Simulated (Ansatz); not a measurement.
# Lattice dynamics of KMnF3 (Pm-3m)

How does KMnF3 (Pm-3m) vibrate, and is this structure a minimum?

Program: Ansatz 0.2.0. Level of theory: DFT PBEsol, scalar-relativistic, plane waves, PAW; PAW set soft_1. Results are calculated unless marked as measured.

This is a report of a sequence of runs, with most program output left out.

## 1. The structure

The structure is cubic, space group Pm-3m (No. 221). Conventional cell: a = 4.189 Å, b = 4.189 Å, c = 4.189 Å, α = 90.00°, β = 90.00°, γ = 90.00°. K has 12 F at 2.96 Å nearest. Nearest to Mn lie 6 F at 2.09 Å. Nearest to F lie 2 Mn at 2.09 Å and 4 K at 2.96 Å. Farther neighbours and most contacts between anions are not listed.

## 2. A magnetic order at the starting cell, 5 atoms

Phonons depend on the magnetic state, so simple orders are compared first, at the starting cell. This run starts ferromagnetic.

input.yaml

```yaml
crystal:
  lattice:
    - [4.1893, 0.0, 0.0]
    - [0.0, 4.1893, 0.0]
    - [0.0, 0.0, 4.1893]
  atoms:
    - { symbol: K, position: [0.5, 0.5, 0.5] }
    - { symbol: Mn, position: [0.0, 0.0, 0.0], spin: 4.0 }
    - { symbol: F, position: [0.5, 0.0, 0.0] }
    - { symbol: F, position: [0.0, 0.5, 0.0] }
    - { symbol: F, position: [0.0, 0.0, 0.5] }
kpoints:
  mp_grid: { grid: [8, 8, 8] }
hamiltonian:
  xc: pbesol
  pseudopotentials: { kind: paw, azcp: { folder: soft_1 }, xc_functional: pbe }
scf:
  occupations: { method: gaussian, width: 0.05 }
  max_iter: 100
output:
  forces: true
  stress: true
  eigenvalues: true
  populations: true
magnetization:
  spin_polarized: true
```

The run is started by

```sh
> ansatz run input.yaml --threads 4 --pin off --max-ram 10240MiB --backend cpu --events-out ev --progress --plain --runs-dir out
```

Elapsed: 5 s, on 4 threads of Intel Xeon Platinum 8375C at 2.90GHz (Ice Lake), shared host; peak memory 0.5 GiB; 14 s of CPU time.

Numbers from this step:

- magnetization: 5 μB
- absolute magnetization: 5.005 μB
- site moments: 6.33e-4, 4.148, 0.07849, 0.07849, 0.07849 μB
- pressure: -0.3724 GPa
- gap on the k-mesh: 1.063 eV
- volume per atom: 14.70 Å³
- gap by spin: 1.063, 6.262 eV
- direct gap on mesh: 1.963 eV

At this level the gap is 1.06 eV on the k-mesh of the self-consistent run, which can miss the band edges. The cell carries a net spin moment of 5.00 μB and an absolute one of 5.00 μB.

## 3. A magnetic order at the starting cell, 10 atoms

Phonons depend on the magnetic state, so simple orders are compared first, at the starting cell. This run starts antiferromagnetic, q = (0.5, 0.5, 0.5).

System of this step: KMnF3 (Pm-3m). It takes space group Pm-3m (No. 221, cubic). Conventional cell: a = 4.189 Å, b = 4.189 Å, c = 4.189 Å, α = 90.00°, β = 90.00°, γ = 90.00°. Nearest to K lie 12 F at 2.96 Å. Nearest to Mn lie 6 F at 2.09 Å. Nearest to F lie 2 Mn at 2.09 Å and 4 K at 2.96 Å. Farther neighbours and most contacts between anions are not listed.

input.yaml, the sections that differ from step 2:

```yaml
crystal:
  lattice:
    - [4.1893, 4.1893, 0.0]
    - [4.1893, 0.0, 4.1893]
    - [4.1893, 0.0, -4.1893]
  atoms:
    - { symbol: K, position: [0.5, 0.25, 0.75] }
    - { symbol: K, position: [0.5, 0.75, 0.25] }
    - { symbol: Mn, position: [0.0, 0.0, 0.0], spin: 4.0 }
    - { symbol: Mn, position: [0.0, 0.5, 0.5], spin: -4.0 }
    - { symbol: F, position: [0.0, 0.25, 0.25] }
    - { symbol: F, position: [0.0, 0.75, 0.75] }
    - { symbol: F, position: [0.5, 0.75, 0.75] }
    - { symbol: F, position: [0.5, 0.25, 0.25] }
    - { symbol: F, position: [0.0, 0.25, 0.75] }
    - { symbol: F, position: [0.0, 0.75, 0.25] }
# kpoints, hamiltonian, scf, output, magnetization: as in step 2
```

It took 7.8 s on 4 threads; peak memory 0.8 GiB.

At this level the gap is 2.29 eV on the k-mesh of the self-consistent run, which can miss the band edges. The cell carries a net spin moment of 0.00 μB and an absolute one of 9.42 μB, so the moments cancel.

## 4. A magnetic order at the starting cell, 10 atoms (run 2)

Phonons depend on the magnetic state, so simple orders are compared first, at the starting cell. This run starts antiferromagnetic, q = (0, 0, 0.5).

input.yaml, the sections that differ from step 3:

```yaml
crystal:
  lattice:
    - [4.1893, 0.0, 0.0]
    - [0.0, 4.1893, 0.0]
    - [0.0, 0.0, 8.3786]
  atoms:
    - { symbol: K, position: [0.5, 0.5, 0.25] }
    - { symbol: K, position: [0.5, 0.5, 0.75] }
    - { symbol: Mn, position: [0.0, 0.0, 0.0], spin: 4.0 }
    - { symbol: Mn, position: [0.0, 0.0, 0.5], spin: -4.0 }
    - { symbol: F, position: [0.5, 0.0, 0.0] }
    - { symbol: F, position: [0.5, 0.0, 0.5] }
    - { symbol: F, position: [0.0, 0.5, 0.0] }
    - { symbol: F, position: [0.0, 0.5, 0.5] }
    - { symbol: F, position: [0.0, 0.0, 0.25] }
    - { symbol: F, position: [0.0, 0.0, 0.75] }
kpoints:
  mp_grid: { grid: [8, 8, 4] }
# hamiltonian, scf, output, magnetization: as in step 3
```

Run time: 9.2 s. Hardware: 4 threads; peak memory 0.91 GiB; 34 s of CPU time.

The cell carries a net spin moment of 0.00 μB and an absolute one of 9.80 μB, so the moments cancel.

## 5. The orders compared

An antiferromagnetic start is carried into the relaxation if it ends more than 3 meV per atom below the ferromagnetic start.

This step gave:

```
start carried on : antiferromagnetic, q = (0.5, 0.5, 0.5)
```

Orders, by row:

| starting order | atoms | energy from the first start (meV/atom) | largest moment (μB) | gap on mesh (eV) | net moment of the cell (μB) | order kept |
| --- | --- | --- | --- | --- | --- | --- |
| ferromagnetic | 5 | 0 | 4.15 | 1.06 | 5 | yes |
| antiferromagnetic, q = (0.5, 0.5, 0.5) | 10 | -17.1 | 4.09 | 2.29 | 0 | yes |
| antiferromagnetic, q = (0, 0, 0.5) | 10 | -6.2 | 4.13 | 1.31 | 0 | yes |

The start carried on is the antiferromagnetic, q = (0.5, 0.5, 0.5) one.

## 6. Relaxation

The cell and atoms are relaxed, since residual forces and stress would shift the frequencies.

input.yaml

```yaml
crystal:
  lattice:
    - [4.1893, 4.1893, 0.0]
    - [4.1893, 0.0, 4.1893]
    - [4.1893, 0.0, -4.1893]
  atoms:
    - { symbol: K, position: [0.5, 0.25, 0.75] }
    - { symbol: K, position: [0.5, 0.75, 0.25] }
    - { symbol: Mn, position: [0.0, 0.0, 0.0], spin: 4.49 }
    - { symbol: Mn, position: [0.0, 0.5, 0.5], spin: -4.49 }
    - { symbol: F, position: [0.0, 0.25, 0.25] }
    - { symbol: F, position: [0.0, 0.75, 0.75] }
    - { symbol: F, position: [0.5, 0.75, 0.75] }
    - { symbol: F, position: [0.5, 0.25, 0.25] }
    - { symbol: F, position: [0.0, 0.25, 0.75] }
    - { symbol: F, position: [0.0, 0.75, 0.25] }
kpoints:
  mp_grid: { grid: [6, 6, 6] }
hamiltonian:
  xc: pbesol
  pseudopotentials: { kind: paw, azcp: { folder: soft_1 }, xc_functional: pbe }
scf:
  occupations: { method: gaussian, width: 0.02 }
output:
  forces: true
  stress: true
  eigenvalues: true
  populations: true
  write_density: true
  write_potential: true
  elf: true
  volumetric_format: npy
magnetization:
  spin_polarized: true
relax:
  adjacent_minimum: "off"
  f_tol: 0.005
  max_steps: 80
  cell: { stress_tol: 0.05 }
```

The job ended after 17 s (4 threads; peak memory 0.74 GiB).

Relaxation path:

| step | energy less that of the first step (eV) | largest force component (eV/Å) | pressure (GPa) | volume (Å³) |
| --- | --- | --- | --- | --- |
| 1 | 0.0000 | 0.0000 | -1.17 | 147.05 |
| 2 | -0.0116 | 0.0000 | -0.40 | 145.42 |
| 3 | -0.0145 | 0.0000 | 0.01 | 144.60 |
| 4* | -0.0094 | 0.0000 | -0.05 | 144.60 |
| 5 | -0.0097 | 0.0000 | 0.00 | 144.49 |
| 6* | -0.0097 | 0.0000 | 0.00 | 144.49 |

Relaxation steps marked * repeat the geometry before them on a plane-wave basis chosen anew for their cell, so energy and pressure can jump there.

The run keeps the 48 symmetry operations that it works with, so distortions that break them were not tested.

| cell as run | before | after | change |
| --- | --- | --- | --- |
| a (Å) | 5.925 | 5.890 | -0.6 % |
| b (Å) | 5.925 | 5.890 | -0.6 % |
| c (Å) | 5.925 | 5.890 | -0.6 % |
| volume (Å³/atom) | 14.70 | 14.45 | -1.7 % |

This step gave:

```
absolute magnetization : 9.399 μB
pressure               : -0.001904 GPa
gap on the k-mesh      : 2.265 eV
volume per atom        : 14.45 Å³
gap by spin            : 2.265, 2.265 eV
direct gap on mesh     : 2.447 eV
```

Spin density in the bc plane at fractional x = 1.000, with atoms of Mn and F within 0.2 Å of it.

Values in units of 1e0 e/Å³, 16 rows by 16 columns, each cell a mean:
```
 5.2  1.9  0.3  0.1  0.0  0.0  0.0  0.0  0.0  0.0  0.0  0.0  0.0  0.1  0.8  3.5
 1.0  0.5  0.1  0.0  0.0  0.0  0.0  0.0  0.0  0.0  0.0  0.0  0.0  0.0  0.2  0.8
 0.2  0.1  0.0  0.0  0.0  0.0  0.0  0.0  0.0  0.0  0.0  0.0  0.0  0.0  0.0  0.1
 0.0  0.0  0.0  0.0  0.0  0.0  0.0  0.0  0.0  0.0  0.0  0.0  0.0  0.0  0.0  0.0
 0.0  0.0  0.0  0.0  0.0  0.0  0.0 -0.1 -0.1  0.0  0.0  0.0  0.0  0.0  0.0  0.0
 0.0  0.0  0.0  0.0  0.0  0.0 -0.1 -0.3 -0.4 -0.2  0.0  0.0  0.0  0.0  0.0  0.0
 0.0  0.0  0.0  0.0  0.0 -0.1 -0.5 -1.9 -2.7 -1.1 -0.2  0.0  0.0  0.0  0.0  0.0
 0.0  0.0  0.0  0.0  0.0 -0.2 -1.0 -5.2 -8.0 -2.7 -0.4 -0.1  0.0  0.0  0.0  0.0
 0.0  0.0  0.0  0.0  0.0 -0.1 -0.8 -3.5 -5.2 -1.9 -0.3 -0.1  0.0  0.0  0.0  0.0
 0.0  0.0  0.0  0.0  0.0  0.0 -0.2 -0.8 -1.0 -0.5 -0.1  0.0  0.0  0.0  0.0  0.0
 0.0  0.0  0.0  0.0  0.0  0.0  0.0 -0.1 -0.2 -0.1  0.0  0.0  0.0  0.0  0.0  0.0
 0.0  0.0  0.0  0.0  0.0  0.0  0.0  0.0  0.0  0.0  0.0  0.0  0.0  0.0  0.0  0.0
 0.1  0.0  0.0  0.0  0.0  0.0  0.0  0.0  0.0  0.0  0.0  0.0  0.0  0.0  0.0  0.1
 0.4  0.2  0.0  0.0  0.0  0.0  0.0  0.0  0.0  0.0  0.0  0.0  0.0  0.0  0.1  0.3
 2.7  1.1  0.2  0.0  0.0  0.0  0.0  0.0  0.0  0.0  0.0  0.0  0.0  0.1  0.5  1.9
 8.0  2.7  0.4  0.1  0.0  0.0  0.0  0.0  0.0  0.0  0.0  0.0  0.0  0.2  1.0  5.2
```
Columns run along b (5.9 Å), rows up along c (5.9 Å). Atoms in or near the plane, at fractional coordinates: Mn at (0.00, 0.00), Mn at (0.50, 0.50), F at (0.25, 0.25), F at (0.75, 0.75), F at (0.25, 0.75), F at (0.75, 0.25).

ELF in the bc plane at fractional x = 1.000, with atoms of Mn and F within 0.2 Å of it. It is the smooth field of the valence electrons, not physical close to the nuclei.

Ten even steps from '_' (0.00) to '@' (0.79), each cell a mean:
```
%%**::......________........==##
++--::**%%##==____::++%%##==::==
....**@@@@@@##..__==@@@@@@%%==..
__==@@%%##@@%%..__==@@%%##@@##..
__==@@@@%%@@**..__::%%@@%%@@%%..
__--##@@@@**::::--::==%%@@@@++..
____--====..--**##++::::====::__
__________..++%%@@##--__________
____........==##%%**::......____
__::++%%##==::==++--::**%%##==__
__==@@@@@@%%==......**@@@@@@##..
__==@@%%##@@##..__==@@%%##@@%%..
__::%%@@%%@@%%..__==@@@@%%@@**..
--::==%%@@@@++..__--##@@@@**::::
##++::::====::______--====..--**
@@##--____________________..++%%
```
Columns run along b (5.9 Å), rows up along c (5.9 Å). Atoms in or near the plane, at fractional coordinates: Mn at (0.00, 0.00), Mn at (0.50, 0.50), F at (0.25, 0.25), F at (0.75, 0.75), F at (0.25, 0.75), F at (0.75, 0.25).

ELF of down spins in the bc plane at fractional x = 1.000, with atoms of Mn and F within 0.2 Å of it. It is the smooth field of the valence electrons, not physical close to the nuclei.

Ten even steps from '_' (0.00) to '@' (0.81), each cell a mean:
```
@@##....::..________..::::__==@@
++::::##%%##==____..++%%%%++..==
__::##@@@@@@##..__--%%@@@@@@++__
__++@@%%##@@##..__--@@%%##@@%%::
__++@@@@%%@@==....::##%%%%@@%%::
__--##@@%%++..----::--##@@%%++..
____::==--..--++**==::::----..__
__________::==##%%**--..________
____........==**##++--......____
__::++##**--::====--..==####==__
__==%%@@@@%%--..::..++@@@@@@##..
__++@@%%##@@**..__--%%%%##@@%%::
__==@@%%%%@@##..__==@@@@%%@@##..
::..++@@@@%%++..__::##@@@@##::..
%%++..==++==::______--++++::::##
@@%%::______________________++@@
```
Columns run along b (5.9 Å), rows up along c (5.9 Å). Atoms in or near the plane, at fractional coordinates: Mn at (0.00, 0.00), Mn at (0.50, 0.50), F at (0.25, 0.25), F at (0.75, 0.75), F at (0.25, 0.75), F at (0.75, 0.25).

In this step the volume went from 14.70 to 14.45 Å³/atom.

## 7. Tight relaxation

Phonons need a cell at rest on their own settings, so the relaxation is repeated with tight tolerances on forces and stress, using the mesh and the filling of the phonon run that follows.

input.yaml

```yaml
crystal:
  lattice:
    - [4.1648504375, 4.1648504375, 0.0]
    - [4.1648504375, 0.0, 4.1648504375]
    - [4.1648504375, 0.0, -4.1648504375]
  atoms:
    - { symbol: K, position: [0.5, 0.25, 0.75] }
    - { symbol: K, position: [0.5, 0.75, 0.25] }
    - { symbol: Mn, position: [0.0, 0.0, 0.0], spin: 4.47 }
    - { symbol: Mn, position: [0.0, 0.5, 0.5], spin: -4.47 }
    - { symbol: F, position: [0.0, 0.25, 0.25] }
    - { symbol: F, position: [0.0, 0.75, 0.75] }
    - { symbol: F, position: [0.5, 0.75, 0.75] }
    - { symbol: F, position: [0.5, 0.25, 0.25] }
    - { symbol: F, position: [0.0, 0.25, 0.75] }
    - { symbol: F, position: [0.0, 0.75, 0.25] }
kpoints:
  mp_grid: { grid: [8, 8, 8] }
hamiltonian:
  xc: pbesol
  pseudopotentials: { kind: paw, azcp: { folder: soft_1 }, xc_functional: pbe }
scf:
  occupations: { method: gaussian, width: 0.02 }
output:
  forces: true
  stress: true
  eigenvalues: true
  populations: true
magnetization:
  spin_polarized: true
relax:
  adjacent_minimum: "off"
  f_tol: 0.001
  max_steps: 60
  cell: { stress_tol: 0.01 }
```

The job ended after 10 s (4 threads; peak memory 0.83 GiB; 37 s of CPU time).

Little changed from the start: no atom moved by 0.005 Å and no cell edge by 0.1 %.

This step gave:

```yaml
pressure: -0.002090 GPa
```

The forces vanish by symmetry and the pressure is -0.002 GPa, within the tolerances set. The cell now holds 14.45 Å³/atom.

## 8. Zone-centre response

The zone centre is the only wavevector solved here; it holds the modes that light can see, as far as symmetry allows. The response to a homogeneous field gives the Born charges and the dielectric tensor, and its change with displacement the Raman tensors.

Edit input.yaml of step 7 so:

```diff
@@ -24,4 +24,2 @@
 output:
-  forces: true
-  stress: true
   eigenvalues: true
@@ -30,6 +28,6 @@
   spin_polarized: true
-relax:
-  adjacent_minimum: "off"
-  f_tol: 0.001
-  max_steps: 60
-  cell: { stress_tol: 0.01 }
+phonons:
+  method: dfpt
+  dielectric: true
+  rigid_motions: translations
+  raman: true
```

Elapsed: 21 min, on 4 threads; peak memory 9.4 GiB.

The run ended with an error after its SCF cycle had converged; no result of it is taken.

The program's message: “the Raman tensors are formed inside the basis in which the response to a homogeneous field is solved, and the run solved that on kpoints.mp_grid: the run's memory limit does not hold the making of the …”

## 9. Modes at Γ

The zone centre is the only wavevector solved here; it holds the modes that light can see, as far as symmetry allows. The response to a homogeneous field gives the Born charges and the dielectric tensor.

Edit input.yaml of step 8 so:

```diff
@@ -32,2 +32 @@
   rigid_motions: translations
-  raman: true
```

Elapsed: 20 min, on 4 threads; peak memory 9.4 GiB; 76 min of CPU time.

Numbers from this step:

| Property | Result |
| --- | --- |
| sum-rule residual before enforcement | 2.71e-4 eV/Å² |
| miss of the charge sum rule | 3.98e-5 e |
| highest optical mode at the zone centre (no LO-TO term) | 486.2 cm⁻¹ |
| lowest optical zone-centre mode | -53.76 cm⁻¹ |
| mean high-frequency dielectric constant | 2.711 |
| largest Born charge (third of the trace) | 2.431 e |
| top of the zone-centre spectrum with the field | 486.2 cm⁻¹ |

Before it was imposed, the acoustic sum rule was missed by 2.7e-4 eV/Å² and the charge sum rule by 4.0e-5 e. Small misses are needed for a sound result but don't prove that mesh and cutoff are converged. The lowest optical mode is imaginary, 53.8i cm⁻¹, so the energy falls along it.

## 10. Another isotope

An isotope changes the mass and not the force constants, so no new electronic calculation is needed; the shifts show which modes move this element.

The same force constants with the mass of K changed from 39.098 to 40.962 u (phonopy, no LO-TO term). Both lists are sorted by frequency; levels can cross, so a row need not hold one and the same mode. Modes under 3 cm⁻¹ are left out. Isotope shifts, by row:

| q | rank | natural mass (cm⁻¹) | changed mass (cm⁻¹) |
| --- | --- | --- | --- |
| 0 0 0 | 1 | -53.76 | -53.76 |
| 0 0 0 | 2 | -53.76 | -53.76 |
| 0 0 0 | 3 | -53.76 | -53.76 |
| 0 0 0 | 7 | 86.93 | 85.55 |
| 0 0 0 | 8 | 86.93 | 85.55 |
| 0 0 0 | 9 | 86.93 | 85.55 |
| 0 0 0 | 10 | 94.4 | 92.31 |
| 0 0 0 | 11 | 94.4 | 92.31 |
| 0 0 0 | 12 | 94.4 | 92.31 |
| 0 0 0 | 13 | 107.4 | 107.4 |
| 0 0 0 | 14 | 107.4 | 107.4 |
| 0 0 0 | 15 | 107.4 | 107.4 |
| 0 0 0 | 16 | 171.3 | 171.1 |
| 0 0 0 | 17 | 171.3 | 171.1 |
| 0 0 0 | 18 | 171.3 | 171.1 |
| 0 0 0 | 19 | 207.9 | 207.7 |
| 0 0 0 | 20 | 207.9 | 207.7 |
| 0 0 0 | 21 | 207.9 | 207.7 |
| 0 0 0 | 22 | 249.6 | 249.6 |
| 0 0 0 | 23 | 249.6 | 249.6 |
| 0 0 0 | 24 | 249.6 | 249.6 |
| 0 0 0 | 25 | 289.5 | 289.5 |
| 0 0 0 | 26 | 289.5 | 289.5 |
| 0 0 0 | 27 | 394.9 | 394.9 |
| 0 0 0 | 28 | 394.9 | 394.9 |
| 0 0 0 | 29 | 394.9 | 394.9 |
| 0 0 0 | 30 | 486.2 | 486.2 |

A mode of this element alone would shift by -2.30 %. The highest zone-centre frequency without the field goes from 486.2 to 486.2 cm⁻¹ (+0.0 %).

## 11. What came out

- space group after relaxation (within 0.01 Å): Pm-3m
- volume per atom: 14.4 Å³
- gap on the k-mesh: 2.27 eV
- highest optical mode at the zone centre (no LO-TO term): 486 cm⁻¹
- top of the zone-centre spectrum with the field: 486 cm⁻¹
- lowest optical zone-centre mode: -53.8 cm⁻¹
- mean high-frequency dielectric constant: 2.71
- largest Born charge (third of the trace): 2.43 e
- imaginary modes at Γ (the only wavevector solved): yes
- net magnetic moment of the cell as run: 0 μB

In words: A zone-centre mode is imaginary (53.8i cm⁻¹), so this structure is not a minimum of the energy. Without the field, the optical modes at Γ span -54 to 486 cm⁻¹ (negative means imaginary). No dispersion was computed. The macroscopic field leaves the top of the zone-centre spectrum where it is. Among the real modes, the strongest infrared line is at 395 cm⁻¹. The magnetic order is imposed (antiferromagnetic, q = (0.5, 0.5, 0.5), in the reciprocal basis of the primitive cell) and the runs use its cell of 10 atoms, a multiple of the chemical cell, so that Γ here also holds zone-boundary modes of the chemical cell; it can lower the symmetry of the database entry. The magnetic state is the one that the run reached from its starting moments; a lower one was not ruled out. In at least one run the field response is not settled by the k meshes in reach, so its dielectric tensor, Born charges and longitudinal modes are rough. The PAW files were made for PBE and serve the other functionals too. These are harmonic frequencies at zero temperature: anharmonic shifts, linewidths and thermal expansion are left out.

[Logs are printed without paths, hosts, clocks, repeated set-up lines and the standing remarks that a program may print on its own settings, such as how far it seeks lower states.]

[Hosts, paths, dates, database ids (printed as entryN), source tags and the programs' standing remarks are cut or masked in the printed files.]
